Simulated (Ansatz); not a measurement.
# Surface energy of Cu(100) slab (32 atoms)

What is the surface energy of this cell, counted against the bulk crystal, and how far does it hang on functional and mesh?

Calculated with Ansatz 0.2.0: Kohn-Sham DFT, PBE, PAW (set soft_2), plane waves; cutoff 420 eV, fermi-dirac smearing of 0.1 eV.

**The cells**

The cell holds 32 atoms: 32 Cu. Its edges and angles: a = 5.141 Å, b = 5.141 Å, c = 27.723 Å, α = 90.0°, β = 90.0°, γ = 90.0°. It derives from Cu. The starting structure: Slab of Cu cut on (1 0 0), 12.7 Å thick, 2 x 2 surface cells, both faces free, 15 Å of vacuum; not relaxed. Lattice constants are starting values near those of PBE. Vacuum lies along c.

The bulk reference is Cu4 in a cell of 4 atoms, 12.008 Å³ an atom.

The input of the single point on the relaxed cell:

```yaml
crystal:
  lattice:
    - [5.14067, 0.0, 0.0]
    - [0.0, 5.14067, 0.0]
    - [0.0, 0.0, 27.7225]
  atoms:
    - { symbol: Cu, position: [0.25, 0.25, 0.27347] }
    - { symbol: Cu, position: [0.0, 1.0, 0.33677] }
    - { symbol: Cu, position: [0.25, 0.25, 0.40218] }
    - { symbol: Cu, position: [1.0, 1.0, 0.46743] }
    [... 26 atom lines left out ...]
    - { symbol: Cu, position: [0.75, 0.75, 0.66323] }
    - { symbol: Cu, position: [0.5, 0.5, 0.72653] }
kpoints:
  mp_grid: { grid: [7, 7, 1] }
hamiltonian:
  xc: pbe
scf:
  occupations: { method: fermi_dirac, width: 0.1 }
output:
  forces: true
  populations: true
  dos:
    method: { smearing: { sigma: 0.08 } }
    de: 0.1
    projected: { site_lists: { Cu: [Cu] } }
  eigenvalues: true
  write_density: true
  write_potential: true
  volumetric_format: npy
```

```
        cell  formula                    k-mesh  relaxation steps  gain on relaxing (eV)  free energy, PBE (eV)  time of its runs on this page
Cu(100) slab     Cu32  7×7×1 (relaxed on 5×5×1)                 3                   0.06            -212000.848                           14 s
     bulk Cu      Cu4                  15×15×15                 -                      -             -26500.717                            4 s
```

**Surface energy**

The excess is the cell's free energy less 8 times that of the bulk cell. It is divided by twice the area, as the cell holds two faces, so the value is their mean, and they need not be alike (26.43 Å²), with 1 eV/Å² = 16.022 J/m².

```
           level  k-mesh  excess (eV)  surface energy (J/m²)  per area (meV/Å²)
             PBE   7×7×1        4.890                  1.482               92.5
PBE, denser mesh   9×9×1        4.879                  1.479               92.3
          PBEsol   7×7×1        5.890                  1.786              111.4
```

Worked for the first row at PBE: (-212000.848) − 8 × (-26500.717) = 4.890 eV (from unrounded energies).

Then 4.890 / (2 × 26.43) × 16.022 = 1.482 J/m².

**Neighbours**

Bonds by pair of elements; cutoffs follow the first minimum of g(r), held within bounds set by covalent radii, and pairs that aren't listed don't count as bonded:

```
pair A-B  cutoff (Å)  bonds  mean length (Å)  spread (Å)  shortest (Å)  B about A  A about B
   Cu-Cu        2.98    176             2.56       0.016          2.53         11         11
```

How many atoms have how many bonded neighbours:

```
element  mean  8  12
     Cu    11  8  24
```

**Findings**

At PBE the surface energy is 1.48 J/m². At the same geometries the levels give 1.48 (PBE) to 1.79 J/m² (PBEsol) and the denser mesh leaves it within 0.01 J/m². Relaxing the atoms lowered it by 0.017 J/m² from the start (on the 5×5×1 mesh of the relaxation), and the farthest atom moved 0.08 Å. By these cutoffs 8 of 32 Cu atoms differ from the commonest count of 12.

Limits: The cell edges were held, so the lattice is the typed one for every functional. Cell and bulk are sampled on unlike meshes, and the error grows with the number of atoms subtracted. These are free energies under a smearing of 0.1 eV, whose entropy term isn't removed. In some runs the program notes that the exchange-correlation potential is rough where the density is thin.

[Logs are printed without paths, hosts, clocks, repeated set-up lines and the standing remarks that a program may print on its own settings, such as how far it seeks lower states.]

[Hosts, paths, dates, database ids (printed as entryN), source tags and the programs' standing remarks are cut or masked in the printed files.]
